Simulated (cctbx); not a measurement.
**Solving a structure by charge flipping**

Cell a = 4.3070 Å, b = 4.3070 Å, c = 16.8810 Å, α = 90.00°, β = 90.00°, γ = 90.00°; space group I4/mmm (no. 139); content Bi8 As4.

The data are simulated with cctbx, not measured: synchrotron X-rays, λ = 0.6889 Å, to d = 0.84 Å, 95 % of the full sphere, strongest reflection 5000 counts, noise from counting, a 2 % proportional error and a noise floor of 4 counts (s.d.); no absorption.

1 earlier start (other random phases, and plain and normalised amplitudes in turn) led nowhere (symmetry correlation 0.84).

Charge flipping in P1 on normalised amplitudes to 0.84 Å, δ = 1.1 σ, 30 % of the reflections treated as weak, 300 cycles:

```text
cycle      R  skewness
    0  0.549     0.35
   25  0.422     3.10
   50  0.445     3.04
   75  0.405     2.84
  100  0.440     2.91
  125  0.421     3.00
  150  0.435     2.89
  175  0.422     2.87
  200  0.441     2.72
  225  0.417     3.13
  250  0.420     2.90
  275  0.423     2.86
origin shift          correlation  skewness
 0.137  0.543  0.455      0.866      7.61
 0.133  0.545  0.206      0.855      5.18
 0.135  0.044  0.204      0.845      5.75
 0.137  0.043  0.455      0.842      4.97
taken: symmetry correlation 0.866, skewness 7.61
peak      x       y       z  mult  height/sigma
Q1    0.0000  0.0000  0.3183    4     15.9
Q2    0.0000  0.5000  0.0000    4     15.4
Q3    0.0000  0.0000  0.1343    4      3.8
Q4    0.0000  0.0000  0.0451    4      1.2
Q5    0.0000  0.0000  0.1982    4      1.2
Q6    0.0000  0.1844  0.2659   16      1.1
Q7    0.1698  0.1698  0.3563   16      1.0
Q8    0.0000  0.5000  0.0689    8      0.8
```

The origin is taken among those within 0.04 of the best correlation, by the skewness of the map.

Run time: 0.57 s on 1 thread of Arm Neoverse N1, on a shared host, peak memory 0.07 GiB.

**Question.** Which peaks are atoms, and which elements?

Heights go roughly as Z and multiplicities must add up to the content. First model: Q1 = Bi1 (4 in the cell, height 15.9), Q2 = Bi2 (4 in the cell, height 15.4) and Q3 = As1 (4 in the cell, height 3.8). Against the true structure, Q1 is Bi, Q2 is Bi and Q3 is As; the other peaks are not atoms.

Least squares on F², isotropic:

```text
Rint 0.033, 111 unique reflections to 0.84 A
cycle     R1     wR2    GooF  max shift (A)
   1  0.0867  0.1809   9.412   0.03005
   2  0.0170  0.0359   1.869   0.00000
final R1 0.0170 wR2 0.0359 GooF 1.869  parameters 5  data/parameter 22.2
atom        x        y        z      Ueq    occ   su(xyz)  su(Uiso or U11)
Bi1    0.00000  0.00000  0.31697   0.0100  1.000  0.00005  0.0003
Bi2    0.00000  0.50000  0.00000   0.0122  1.000  0.00000  0.0003
As1    0.00000  0.00000  0.13608   0.0168  1.000  0.00015  0.0005
difference map: max 3.02 min -3.28 rms 0.36
Q1    0.0000  0.5000  0.0301    8    3.09  0.51 A from Bi2
Q2    0.0878  0.0878  0.3160   16    1.59  0.54 A from Bi1
Q3    0.0000  0.0000  0.2467    4    1.22  1.19 A from Bi1
Q4    0.0000  0.5000  0.1854    8    0.86  2.15 A from Bi1
Q5    0.0000  0.0000  0.4274    4    0.66  1.86 A from Bi1
```

Anisotropic refinement:

```text
Rint 0.033, 111 unique reflections to 0.84 A
cycle     R1     wR2    GooF  max shift (A)
   1  0.0170  0.0359   1.906   0.00237
   2  0.0071  0.0145   0.769   0.00000
final R1 0.0071 wR2 0.0145 GooF 0.769  parameters 9  data/parameter 12.3
atom        x        y        z      Ueq    occ   su(xyz)  su(Uiso or U11)
Bi1    0.00000  0.00000  0.31694   0.0100  1.000  0.00002  0.0001
Bi2    0.00000  0.50000  0.00000   0.0122  1.000  0.00000  0.0002
As1    0.00000  0.00000  0.13594   0.0167  1.000  0.00006  0.0003
difference map: max 0.92 min -1.13 rms 0.17
Q1    0.0000  0.0000  0.4196    4    0.92  1.73 A from Bi1
Q2    0.0000  0.0000  0.2455    4    0.86  1.21 A from Bi1
Q3    0.0000  0.5000  0.1792    8    0.81  2.15 A from Bi1
Q4    0.0000  0.0000  0.0935    4    0.66  0.72 A from As1
Q5    0.0000  0.5000  0.0000    4    0.49  0.00 A from Bi2
Q6    0.0000  0.1814  0.0305   16    0.42  1.47 A from Bi2
```

**Reading.** The refinement ends at R1 = 0.0071, wR2 = 0.0145, GooF = 0.77, with difference density between -1.13 and 0.92 e/Å³. Every site matches the true model in element, within 0.001 Å r.m.s., up to an allowed shift of origin.

True model:

```
atom  mult.  x    y       z  Ueq (Å²)
 Bi1      4  0    0  0.3169    0.0103
 Bi2      4  0  1/2       0    0.0124
 As1      4  0    0  0.1358    0.0167
```

The model was made for the exercise: a known structure type with other elements put in, its volume estimated, not relaxed; displacement parameters are assumed.

[Middle refinement cycles are left out of these outputs.]

[Logs are printed without paths, hosts, clocks, repeated set-up lines and the standing remarks that a program may print on its own settings, such as how far it seeks lower states.]
